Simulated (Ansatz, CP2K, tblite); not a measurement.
**Other levels on random packing of 23Li2O-77B2O3 (mol %) (59 atoms)**

Density of this cell: 1.99 g/cm³. The cell holds 59 atoms: 6 Li, 33 O and 20 B. Its edges and angles: a = 8.694 Å, b = 8.694 Å, c = 8.694 Å, α = 90.0°, β = 90.0°, γ = 90.0°. 59 atoms (6 Li, 33 O, 20 B) packed at random in a cube at 1.99 g/cm³ and pushed apart as soft spheres, cations and anions kept from their own kind; a start for melting by ab initio MD, not an equilibrated structure. Then every atom was moved at random, 0.02 Å r.m.s. a Cartesian component.

Geometry: as built.

The reference, a calculation:

```
method                 : Kohn-Sham DFT, PBE, PAW, plane waves (Ansatz 0.2.0); cutoff 420 eV, Γ point, fermi-dirac smearing of 0.05 eV; PAW set soft_2
r.m.s. force component : 2.535 eV/Å
longest force          : 8.447 eV/Å
pressure               : -22.83 GPa
SCF cycles             : 15
time                   : 5.2 s on 4 threads of Arm Neoverse V2, shared host
CPU time               : 19 s
```

Q: Estimate the differences from the reference, the CPU time and the memory of each run.
- tblite GFN1-xTB (tblite 0.8.0; 1 thread)
- CP2K PBE, DZVP-MOLOPT-SR, 800/50 Ry, diagonalisation (CP2K 2026.2; 4 MPI ranks)
- CP2K PBE, SZV-MOLOPT-SR, 800/50 Ry, diagonalisation (CP2K 2026.2; 2 threads)
- CP2K PBE, DZVP-MOLOPT-SR, 800/20 Ry, diagonalisation (CP2K 2026.2; 4 MPI ranks)

Differences are against the plane-wave reference, forces as r.m.s. over components; share is that over the reference's r.m.s. force, slope the least-squares factor from reference forces to these. Total energies of different programs have different zeros and aren't compared.

```
                                                          run  Δ force, r.m.s. (meV/Å)  share (%)  slope  Δ pressure (GPa)  cores  CPU time  memory (GiB)
                                                    reference                        -          -      -                 -      4      19 s          0.71
                                              tblite GFN1-xTB                      589       23.2  1.125             -4.46      1     2.6 s           0.1
         CP2K PBE, DZVP-MOLOPT-SR, 800/50 Ry, diagonalisation                     68.2       2.69  0.986             0.741      4    12 min           3.3
 CP2K PBE, SZV-MOLOPT-SR, 800/50 Ry, diagonalisation (coarse)                      975       38.5  0.774              12.0      2   9.3 min           2.4
CP2K PBE, DZVP-MOLOPT-SR, 800/20 Ry, diagonalisation (coarse)                     70.5       2.78  0.985             0.905      4   7.2 min           3.3
```

Rows marked coarse were listed beforehand as settings not expected to be converged; some can still land near the reference.

CPU time is summed over cores on a shared host, where runs went side by side, so it is rough. Symmetry, cutoffs, thresholds, outputs and thread counts weren't matched or tuned between programs; memory under MPI is the largest rank's times the ranks.

The PBE run in local orbitals, coarse settings apart, differs by 2.7 % (CP2K PBE, DZVP-MOLOPT-SR, 800/50 Ry, diagonalisation); basis, grid and potentials can all enter. Tight binding differs by 23 % (tblite GFN1-xTB); it is another model, with fitted parameters of its own, and the xTB methods hold dispersion. CP2K PBE, SZV-MOLOPT-SR, 800/50 Ry, diagonalisation needed 92 SCF steps, so its time overstates the method's usual cost. Runs with settings chosen to be coarse differ by 2.8 % (CP2K PBE, DZVP-MOLOPT-SR, 800/20 Ry, diagonalisation) to 38 % (CP2K PBE, SZV-MOLOPT-SR, 800/50 Ry, diagonalisation), their programs' other errors included. Periodic xTB results under one method name differ between programs and library versions. The electronic-structure runs sample only Γ, in a cell whose shortest periodic width is 9 Å, which is coarse for a cell with partly filled levels.

[Logs are printed without paths, hosts, clocks, repeated set-up lines and the standing remarks that a program may print on its own settings, such as how far it seeks lower states.]

[Hosts, paths, dates, database ids (printed as entryN), source tags and the programs' standing remarks are cut or masked in the printed files.]
